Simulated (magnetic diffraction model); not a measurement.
# Which magnetic order? BeCu2Pb2O5

Space group Immm (no. 71), a = 3.5660 Å, b = 4.0250 Å, c = 19.1120 Å.

```csv
site,atom,x,y,z
4i,Pb,0,0,0.6059
4i,Cu,1/2,1/2,0.7144
4j,O,1/2,0,0.7195
2d,O,0,1/2,0
4i,O,0,0,0.8956
2a,Be,0,0,0
```

This is a made-up structure (elements placed in a structure type, unrelaxed), so the numbers test the method and describe no known phase.

Only Cu is taken to order (form factors of Cu2+); orders and moment sizes are assumed, and not adapted to the symmetry. Radiation: neutrons of λ = 2.52 Å, 5° to 80°; isotropic B of 0.14 Å² (Pb), 0.19 Å² (Cu), 0.28 Å² (O) and 0.3 Å² (Be). Simulated constant-wavelength pattern: nuclear and magnetic terms add, the magnetic one as |2.695 fm × Σ f S⊥ exp(2πi Q·r) exp(−B s²)|², summed over all Q at one angle with the factor 1/(sin²θ cos θ). For collinear order S is the moment m, which repeats by lattice and centring translations R with the sign exp(−2πi k·R). Free-ion form factors, Sears's scattering lengths of 1992, no absorption; a label names one of the reflections at its angle. The strongest nuclear line in the range is 100, and lines under 0.2 are left out.

Above the ordering temperature:

```
2θ (°)    index      I
 15.15  (0 0 2)    4.1
 30.58  (0 0 4)    1.9
 37.31  (0 1 1)    0.7
 42.13  (1 0 1)   16.2
 43.47  (0 1 3)    0.3
 46.60  (0 0 6)    8.6
 54.08  (0 1 5)   10.4
 56.34  (1 1 0)   70.8
 57.79  (1 0 5)  100.0
 58.70  (1 1 2)    3.9
 63.66  (0 0 8)   16.7
 65.47  (1 1 4)   47.2
 67.79  (0 1 7)    0.3
 71.07  (1 0 7)    7.0
 76.03  (1 1 6)   21.1
 77.52  (0 2 0)   86.2
 79.56  (0 2 2)    0.5
```

Below it (cell unchanged):

| 2θ (°) | I |
| --- | --- |
| 7.56 | 1.6 |
| 15.15 | 4.1 |
| 30.58 | 1.9 |
| 37.31 | 0.7 |
| 39.72 | 0.2 |
| 42.13 | 16.2 |
| 43.47 | 0.3 |
| 46.60 | 8.6 |
| 48.32 | 0.3 |
| 52.32 | 0.3 |
| 54.08 | 10.4 |
| 56.34 | 70.8 |
| 56.93 | 1.1 |
| 57.79 | 100.0 |
| 58.70 | 3.9 |
| 60.59 | 0.2 |
| 61.57 | 0.5 |
| 63.66 | 16.7 |
| 65.47 | 47.2 |
| 67.79 | 0.3 |
| 71.07 | 7.0 |
| 76.03 | 21.1 |
| 77.52 | 86.2 |
| 78.03 | 0.2 |
| 79.56 | 0.5 |

**Question.** Find the propagation vector, then choose among these models:
A. collinear moments along [111], 0.81 μB on Cu; signs + at (1/2, 1/2, 0.7144), + at (0, 0, 0.7856)
B. collinear moments along [100], 0.81 μB on Cu; signs + at (1/2, 1/2, 0.7144), − at (0, 0, 0.7856)
C. collinear moments along [100], 0.81 μB on Cu; signs + at (1/2, 1/2, 0.7144), + at (0, 0, 0.7856)
D. collinear moments along [111], 0.81 μB on Cu; signs + at (1/2, 1/2, 0.7144), − at (0, 0, 0.7856)

The new lines index as (0 0 1) at 7.56°, (0 1 4) at 48.32°, (1 1 1) at 56.93° and (1 1 3) at 61.57°, that is as H ± k with k = (0 0 1). The indices are whole but break the lattice centring, so the moments reverse under a centring translation, those with k·t a half-integer.

Magnetic intensity, observed (below minus above) and for each model:

| 2θ (°) | index | observed | A | B | C | D |
| --- | --- | --- | --- | --- | --- | --- |
| 7.56 | (0 0 1) | 1.6 | 1.6 | 1.1 | 22.2 | <0.2 |
| 22.82 | (0 0 3) | <0.2 | <0.2 | 0.9 | 1.5 | <0.2 |
| 36.48 | (0 1 0) | <0.2 | <0.2 | 0.9 | <0.2 | 0.8 |
| 38.49 | (0 0 5) | <0.2 | <0.2 | 0.6 | <0.2 | <0.2 |
| 39.72 | (0 1 2) | 0.2 | 0.2 | 1.2 | 0.3 | 1.0 |
| 41.38 | (1 0 0) | <0.2 | <0.2 | <0.2 | <0.2 | 0.6 |
| 44.31 | (1 0 2) | <0.2 | <0.2 | <0.2 | <0.2 | 0.8 |
| 56.93 | (1 1 1) | 1.1 | 1.1 | <0.2 | 0.5 | <0.2 |

Model A matches.

The structure used: k = (0 0 1), collinear moments along [111], 0.81 μB on Cu; signs + at (1/2, 1/2, 0.7144), + at (0, 0, 0.7856).

[Logs are printed without paths, hosts, clocks, repeated set-up lines and the standing remarks that a program may print on its own settings, such as how far it seeks lower states.]
